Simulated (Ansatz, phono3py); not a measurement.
# KCl (Sylvite, Fm-3m): lattice thermal conductivity, part 2 of 2

Wanted: κ(T), lifetimes and mean free paths for KCl (Sylvite).

What experiment has found for this phase:
- thermal conductivity 7.1 W/m/K near room temperature (given in “Combining the AFLOW GIBBS and Elastic Libraries to efficiently and robustly screen thermo-mechanical properties of solids”, 2017, arXiv:1611.05714)
- thermal conductivity 7.1 W/m/K near room temperature (given in “Predicting the lattice thermal conductivity of solids by solving the Boltzmann transport equation: AFLOW - AAPL an automated, accurate and efficient framework”, 2017, arXiv:1611.05481)

Ansatz 0.2.0; DFT LDA, scalar-relativistic, plane waves, PAW; PAW set soft_1.

So far. Step 2 (A first coarse run): The start is under -2.0 GPa at this level and looks like an insulator or semiconductor on this mesh. Step 5 (Relaxing to small residual forces and stress): The residual pressure is -0.0096 GPa, small enough for phonons. The relaxed cell has a = 6.077 Å (conventional setting).

## (6) Anharmonic force constants and conductivity

Pairs of atoms inside the cutoff are displaced in a supercell, the forces give the cubic constants, and these give the three-phonon rates of the Boltzmann equation.

Input file input.yaml:

```yaml
crystal:
  lattice:
    - [0.0, 3.0386370853, 3.0386370853]
    - [3.0386370853, 0.0, 3.0386370853]
    - [3.0386370853, 3.0386370853, 0.0]
  atoms:
    - { symbol: K, position: [0.0, 0.0, 0.0] }
    - { symbol: Cl, position: [0.5, 0.5, 0.5] }
kpoints:
  mp_grid: { grid: [6, 6, 6] }
hamiltonian:
  xc: lda
  pseudopotentials: { kind: paw, azcp: { folder: soft_1 }, xc_functional: pbe }
scf:
  occupations: { method: fixed }
  lower_state_search: "off"
output:
  eigenvalues: true
phonons:
  method: fd
  dielectric: true
  qmesh: [6, 6, 6]
  temperatures: { t_max: 1000, t_step: 50 }
  qpath:
    path:
      - [[0.0, 0.0, 0.0], [0.5, 0.0, 0.5], [0.625, 0.25, 0.625]]
      - [[0.375, 0.375, 0.75], [0.0, 0.0, 0.0], [0.5, 0.5, 0.5], [0.5, 0.25, 0.75], [0.5, 0.0, 0.5]]
    npoints: 10
  third_order: { supercell: [3, 3, 3], pair_cutoff: 4.447 }
  lattice_thermal_conductivity:
    qmesh: [17, 17, 17]
    temperatures: [100.0, 150.0, 200.0, 300.0, 400.0, 500.0, 600.0, 800.0]
    isotope_mass_variance:
      - { species: Cl, variance: 0.0005827 }
      - { species: K, variance: 0.000164 }
```

On the command line:

```bash
> ansatz run input.yaml --threads 8 --pin off --max-ram 19456MiB --backend cpu --events-out ev --progress --plain --runs-dir out
```

The job ended after 20 min (8 threads of Intel Xeon at 2.70GHz, shared host; peak memory 12 GiB).

This step gave:

| Property | Result |
| --- | --- |
| Γ frequencies | 0, 0, 0, 161.2, 161.2, 161.2 cm⁻¹ (negative: imaginary) |
| lowest frequency on the path | 0 cm⁻¹ |
| zero-point energy | 0.04717 eV/cell |
| point group | m-3m |
| highest frequency | 221.7 cm⁻¹ |
| Debye temperature from the second moment | 247 K |
| κ at 300 K (relaxation time) | 10.41 W/m/K |
| κ at 300 K (full solution) | 14.04 W/m/K |
| dipole term | run |
| mean free path at half of κ | 17 nm |
| share of κ above the three lowest branches | 0.124 |
| third-order blocks | 350 |
| periodic aliases dropped | 24 |
| largest relative sum-rule correction | 0.1139 |
| displaced cells, third order | 50 |

LO-TO term included. The phonon branches at the labelled points (cm⁻¹):

| point | branch 1 | branch 2 | branch 3 | branch 4 | branch 5 | branch 6 |
| --- | --- | --- | --- | --- | --- | --- |
| Γ | 0 | 0 | 0 | 161 | 161 | 222 |
| halfway | 41 | 41 | 125 | 163 | 163 | 174 |
| X | 57 | 57 | 105 | 166 | 166 | 171 |
| halfway | 64 | 73 | 102 | 163 | 166 | 170 |
| U | 82 | 95 | 105 | 154 | 163 | 169 |
| jump to K | 82 | 95 | 105 | 154 | 163 | 169 |
| halfway | 51 | 93 | 111 | 139 | 164 | 191 |
| Γ | 0 | 0 | 0 | 161 | 161 | 222 |
| halfway | 68 | 68 | 89 | 152 | 152 | 207 |
| L | 116 | 116 | 125 | 125 | 158 | 167 |
| halfway | 98 | 99 | 134 | 136 | 161 | 163 |
| W | 86 | 86 | 129 | 134 | 168 | 168 |
| halfway | 67 | 87 | 100 | 158 | 166 | 170 |
| X | 57 | 57 | 105 | 166 | 166 | 171 |

W/m/K. Kappa, by row:

```csv
T (K),RTA xx,RTA yy,RTA zz,full xx,full yy,full zz,coherence part xx,coherence part yy,coherence part zz,ending,iterations,least Ritz value
100,29.52,29.52,29.52,37.61,37.61,37.61,0.04737,0.04737,0.04737,converged,9,0.511
150,20.07,20.07,20.07,26.29,26.29,26.29,0.06881,0.06881,0.06881,converged,9,0.494
200,15.29,15.29,15.29,20.32,20.32,20.32,0.08314,0.08314,0.08314,converged,9,0.484
300,10.41,10.41,10.41,14.04,14.04,14.04,0.103,0.103,0.103,converged,9,0.473
400,7.919,7.919,7.919,10.75,10.75,10.75,0.1179,0.1179,0.1179,converged,9,0.468
500,6.406,6.406,6.406,8.729,8.729,8.729,0.1302,0.1302,0.1302,converged,9,0.464
600,5.391,5.391,5.391,7.359,7.359,7.359,0.1407,0.1407,0.1407,converged,9,0.461
800,4.115,4.115,4.115,5.622,5.622,5.622,0.1572,0.1572,0.1572,converged,9,0.458
```

Table of lattice thermal conductivity by temperature:

```csv
temperature (K),RTA xx (W/m/K),full xx (W/m/K)
100,29.5,37.6
150,20.1,26.3
200,15.3,20.3
300,10.4,14.0
400,7.92,10.8
500,6.41,8.73
600,5.39,7.36
800,4.12,5.62
```

The modes has structure finer than the step of the table below, so its rows give means over 5 cm⁻¹, whole bins alone (the curve runs from -10 to 238 cm⁻¹). Peaks (cm⁻¹: height): Cl 95.8: 0.0203, 127.0: 0.0292, 165.9: 0.0654; K 106.7: 0.0258, 165.9: 0.0684.

Phonopy on the run's constants, 17x17x17 mesh, Gaussian sigma 2.0 cm⁻¹. The modes by wavenumber; means over each step; values in 1/cm⁻¹/cell:

| wavenumber (cm⁻¹) | Cl | K |
| --- | --- | --- |
| -5 | 6.7e-6 | 6.7e-6 |
| 0 | 4.2e-5 | 4.8e-5 |
| 5 | 2.3e-5 | 2.4e-5 |
| 10 | 1.9e-4 | 2.0e-4 |
| 15 | 4.3e-4 | 4.8e-4 |
| 20 | 7.8e-4 | 8.6e-4 |
| 25 | 0.00128 | 0.00141 |
| 30 | 0.00180 | 0.00199 |
| 35 | 0.00256 | 0.00282 |
| 40 | 0.00361 | 0.00396 |
| 45 | 0.00462 | 0.00508 |
| 50 | 0.00672 | 0.00738 |
| 55 | 0.00929 | 0.0101 |
| 60 | 0.0119 | 0.0130 |
| 65 | 0.0129 | 0.0141 |
| 70 | 0.0140 | 0.0155 |
| 75 | 0.0145 | 0.0162 |
| 80 | 0.0151 | 0.0170 |
| 85 | 0.0169 | 0.0194 |
| 90 | 0.0159 | 0.0189 |
| 95 | 0.0183 | 0.0225 |
| 100 | 0.0170 | 0.0224 |
| 105 | 0.0168 | 0.0245 |
| 110 | 0.0135 | 0.0239 |
| 115 | 0.0124 | 0.0210 |
| 120 | 0.0156 | 0.0124 |
| 125 | 0.0249 | 0.0149 |
| 130 | 0.0221 | 0.0179 |
| 135 | 0.0246 | 0.0181 |
| 140 | 0.0252 | 0.0170 |
| 145 | 0.0278 | 0.0203 |
| 150 | 0.0309 | 0.0242 |
| 155 | 0.0357 | 0.0293 |
| 160 | 0.0482 | 0.0425 |
| 165 | 0.0610 | 0.0625 |
| 170 | 0.0341 | 0.0366 |
| 175 | 0.00909 | 0.0102 |
| 180 | 0.00597 | 0.00662 |
| 185 | 0.00536 | 0.00570 |
| 190 | 0.00415 | 0.00428 |
| 195 | 0.00406 | 0.00410 |
| 200 | 0.00318 | 0.00312 |
| 205 | 0.00281 | 0.00271 |
| 210 | 0.00230 | 0.00218 |
| 215 | 0.00168 | 0.00156 |
| 220 | 7.4e-4 | 6.8e-4 |
| 225 | 6.5e-5 | 6.0e-5 |
| 230 | 0 | 0 |

Distinct triplets, nearest first. Third order norms, by row:

```csv
sites,side 1 (Å),side 2 (Å),side 3 (Å),norm of the 27 components (eV/Å³)
K-K-K,0,0,0,0
Cl-Cl-Cl,0,0,0,0
K-Cl-Cl,0,3.04,3.04,4.763
K-Cl-K,0,3.04,3.04,4.934
K-Cl-Cl,3.04,3.04,4.3,0.045
K-Cl-K,3.04,3.04,4.3,0.055
K-K-K,0,4.3,4.3,0.292
K-K-K,4.3,4.3,4.3,0.008
Cl-Cl-Cl,0,4.3,4.3,0.15
Cl-Cl-Cl,4.3,4.3,4.3,0.022
```

Born charge (rows field, columns displacement) (e), principal values of the symmetric part by kind of site:

| atom | atoms with these values | low | middle | high | mean |
| --- | --- | --- | --- | --- | --- |
| K1 | 1 | 1.11 | 1.11 | 1.11 | 1.11 |
| Cl2 | 1 | -1.11 | -1.11 | -1.11 | -1.11 |

In full for K1:

```
1.11 0.00 0.00
0.00 1.11 0.00
0.00 0.00 1.11
```

RTA, 300 K. Kappa by branch, by row:

```csv
branch (by rank),mean frequency (THz),mean rms speed (km/s),median lifetime (ps),share of kappa
1,2.13,2.06,7.19,0.302
2,2.67,2.49,3.79,0.283
3,3.53,2.48,4.48,0.291
4,4.41,1.66,3.61,0.08
5,4.78,1.01,3.53,0.03
6,5.28,1.12,1.6,0.014
```

Spectral kappa at 300 K against frequency; read off at these points; values in W/m/K/THz:

```csv
frequency (THz),relaxation time (W/m/K/THz),full solution (W/m/K/THz)
0.10,0,0
0.30,0.715,0.709
0.50,0.711,0.701
0.70,1.73,1.74
1.10,1.13,1.25
1.30,1.86,2.05
1.50,2.12,2.42
1.70,2.60,3.03
1.90,3.29,3.93
2.10,3.25,3.96
2.30,3.43,4.29
2.50,3.80,4.85
2.70,2.54,3.29
2.90,3.84,5.01
3.10,2.58,3.31
3.30,2.82,3.78
3.50,2.73,3.68
3.70,2.15,3.08
3.90,2.2,3.44
4.10,1.48,2.48
4.50,1.39,2.66
4.70,1.22,2.45
4.90,0.558,1.16
5.10,0.254,0.621
5.30,0.205,0.608
5.50,0.0852,0.326
5.70,0.0704,0.310
6.10,0.0203,0.147
6.30,0.00952,0.0788
6.50,0.00130,0.0199
6.70,9.3e-6,3.7e-4
```

Relaxation-time solution. Share of κ carried by shorter paths against mean free path:

| mean free path (nm) | 100 K | 300 K | 800 K |
| --- | --- | --- | --- |
| 0.464 | 0 | 0 | 0.002 |
| 0.681 | 0 | 0 | 0.007 |
| 1 | 0 | 0.001 | 0.014 |
| 1.47 | 0 | 0.004 | 0.028 |
| 2.15 | 0 | 0.01 | 0.086 |
| 3.16 | 0.001 | 0.018 | 0.201 |
| 4.64 | 0.004 | 0.048 | 0.355 |
| 6.81 | 0.008 | 0.126 | 0.536 |
| 10 | 0.018 | 0.266 | 0.736 |
| 14.7 | 0.047 | 0.42 | 0.879 |
| 21.5 | 0.102 | 0.637 | 0.924 |
| 31.6 | 0.2 | 0.794 | 0.944 |
| 46.4 | 0.357 | 0.897 | 0.953 |
| 68.1 | 0.574 | 0.929 | 0.966 |
| 100 | 0.737 | 0.947 | 0.977 |
| 147 | 0.853 | 0.955 | 0.991 |
| 215 | 0.906 | 0.972 | 1 |
| 316 | 0.933 | 0.986 | 1 |
| 464 | 0.938 | 1 | 1 |
| 681 | 0.955 | 1 | 1 |
| 1000 | 0.97 | 1 | 1 |
| 1470 | 0.988 | 1 | 1 |
| 2150 | 1 | 1 | 1 |

300 K; a sample spread over frequency. Mode lifetimes, by row, the first 40 of 90 rows:

```csv
q1,q2,q3,branch,frequency (THz),rms speed (km/s),three-phonon rate (1/ps),isotope rate (1/ps),lifetime (ps),mean free path (nm)
0,0.0588,0.0588,1,0.33,1.67,0.00391,3.37e-7,256,427
0,0.0588,-0.1176,1,0.851,2.99,0.0807,4.71e-5,12.4,37
0.0588,0.1176,0.2353,1,1.071,2.53,0.069,1.26e-4,14.5,36.7
0,0.1176,-0.1765,1,1.28,2.34,0.052,2.69e-4,19.1,44.8
0.1176,0.2353,0.3529,1,1.44,1.63,0.0288,4.60e-4,34.2,55.7
0.0588,0.2353,0.2941,2,1.515,3.17,0.141,6.12e-4,7.06,22.4
0.1176,0.2941,0.4118,1,1.643,1.5,0.0375,9.28e-4,26,39
0,0.0588,-0.1176,3,1.712,3.92,0.165,0.0013,6.01,23.5
0,0.0588,0.2353,2,1.788,3.13,0.298,0.00155,3.34,10.5
0,0.0588,-0.1765,2,1.857,3.11,0.436,0.00174,2.29,7.12
0,0,0.2353,1,1.922,3.27,0.34,0.00188,2.92,9.55
0,0.1176,0.2941,2,1.983,3.27,0.225,0.00211,4.4,14.4
0,0.3529,0.4706,2,2.072,2.79,0.0711,0.00246,13.6,37.9
0.0588,0.2941,-0.2353,1,2.139,1.62,0.0457,0.00264,20.7,33.6
0.1765,0.4706,-0.3529,1,2.224,1.42,0.0409,0.00299,22.8,32.4
0.0588,0.1765,-0.2941,1,2.295,2.63,0.22,0.00321,4.49,11.8
0.1176,0.4118,-0.3529,1,2.358,1.87,0.121,0.0035,8.06,15.1
0,0.0588,0.3529,1,2.425,2.65,0.367,0.00365,2.7,7.16
0,0.1765,-0.3529,1,2.495,2.48,0.198,0.00409,4.95,12.3
0,0.4118,-0.4118,2,2.553,3.32,0.0956,0.00451,9.99,33.2
0.0588,0.2941,-0.4118,1,2.624,2.21,0.281,0.00486,3.49,7.71
0,0.1176,-0.2353,2,2.668,2.8,0.449,0.00454,2.2,6.16
0,0.3529,-0.3529,2,2.733,1.16,0.0425,0.00476,21.1,24.6
0,0.1765,0.1765,3,2.814,4.22,0.164,0.00582,5.88,24.8
0.1176,0.4118,-0.4118,2,2.864,3.27,0.228,0.00714,4.26,13.9
0,0.1765,-0.4706,1,2.905,2.22,0.334,0.00561,2.94,6.52
0,0.2941,-0.3529,2,2.956,2.09,0.315,0.00548,3.12,6.52
0.0588,0.2353,-0.4118,2,3.026,2.25,0.227,0.00668,4.28,9.65
0.1765,0.4118,-0.4118,2,3.085,1.06,0.205,0.00642,4.72,5.02
0,0.0588,0.4118,2,3.128,2.24,0.394,0.00692,2.49,5.58
0.0588,0.1765,-0.4118,2,3.174,2.1,0.369,0.0067,2.66,5.58
0.1765,0.4118,-0.4118,3,3.22,1.62,0.213,0.00812,4.52,7.32
0.0588,0.1765,-0.2941,2,3.278,2.53,0.386,0.00602,2.55,6.47
0.1176,0.2353,-0.4706,2,3.357,1.09,0.329,0.00597,2.99,3.24
0,0,0.4706,2,3.411,1.86,0.397,0.00659,2.48,4.61
0,0.2353,-0.2941,2,3.463,1.03,0.368,0.00249,2.7,2.78
0.0588,0.3529,-0.3529,3,3.545,3.37,0.151,0.00585,6.39,21.5
0,0.2353,0.4706,3,3.618,2.39,0.218,0.00773,4.43,10.6
0.0588,0.2353,-0.1765,3,3.706,2.99,0.211,0.0101,4.52,13.5
0.0588,0.2353,0.4706,3,3.774,2.19,0.276,0.0195,3.38,7.42
```

Without the LO-TO term. Gamma linewidths, by row:

```csv
branch,frequency (cm⁻¹),three-phonon rate (1/ps),isotope rate (1/ps),FWHM (cm⁻¹)
4,161.2,0.182,0.0533,1.25
5,161.2,0.182,0.0533,1.25
6,161.2,0.182,0.0533,1.25
```

W/m/K, third of the trace; RTA populations with a boundary rate v/L added to each mode (Matthiessen's rule). Kappa by grain size, by row:

```csv
T (K),bulk,10 nm,30 nm,100 nm,300 nm,1000 nm,10000 nm,100000 nm
100,29.47,4.921,10.19,17.54,23.14,26.78,29.11,29.44
300,10.31,3.976,6.369,8.433,9.484,10.01,10.27,10.3
600,5.25,2.813,3.923,4.684,5.019,5.173,5.242,5.25
```

W/m/K, third of the trace; RTA populations with the isotope rates scaled. Kappa by mass disorder, by row:

```
T (K)  no isotopes  as typed  variance x 3  variance x 10  variance x 30
  100        32.68     29.47          25.4          18.54          11.96
  300        10.72     10.31         9.642          8.122          6.041
  600        5.359      5.25         5.059          4.551          3.699
```

At 300 K the relaxation-time value is 10.4 W/(m K).

## (7) Outcome

```
highest frequency                          : 221.7 cm⁻¹
Debye temperature from the second moment   : 247 K
κ at 300 K (relaxation time)               : 10.41 W/m/K
κ at 300 K (full solution)                 : 14.04 W/m/K
mean free path at half of κ                : 17 nm
share of κ above the three lowest branches : 0.124
```

In words: The lattice of KCl (Sylvite) conducts 14.0 W/(m K) at 300 K by LDA (mean over directions, full solution). The full solution lies +35 % from the relaxation-time value at 300 K, a sign that momentum-conserving scattering matters. Above 300 K the relaxation-time κ falls as T^-0.95, near the 1/T law of three-phonon scattering. Grains of 100 nm would keep 82 % of the bulk value at 300 K, and grains of 1 µm 97 %. Removing the natural isotope disorder raises κ at 300 K by 4 %. A measured thermal conductivity near room temperature is 7.1 W/m/K (arXiv:1611.05714); the calculated 14.0 W/m/K differs by +98 %. The relaxed cell is 10 % smaller in volume than the database cell, which stiffens most phonons and usually raises κ; no run here tested that. Four-phonon, defect and boundary scattering, which are left out, would lower the calculated value; thermal expansion is left out too. The sum rules changed one orbit of cubic constants by up to 11 %; by the manual a large change points to a short cutoff or, on a small and distant orbit, to noisy forces. The conductivities include the coherence part between close branches; the shares for grains, isotopes, branches and paths are of the relaxation-time populations alone. Cubic couplings among atoms farther apart than the pair cutoff are dropped, and neither the cutoff nor the q-mesh was shown to be converged here. The PAW files were made for PBE and are used here under another functional, for which the program regenerates the frozen cores. The cell of these runs is 10 % smaller in volume than the database cell; frequencies and all that rests on them shift with it.

[Logs are printed without paths, hosts, clocks, repeated set-up lines and the standing remarks that a program may print on its own settings, such as how far it seeks lower states.]

[Hosts, paths, dates, database ids (printed as entryN), source tags and the programs' standing remarks are cut or masked in the printed files.]

[A step with changed settings may run another functional than the one named; its input shows which.]
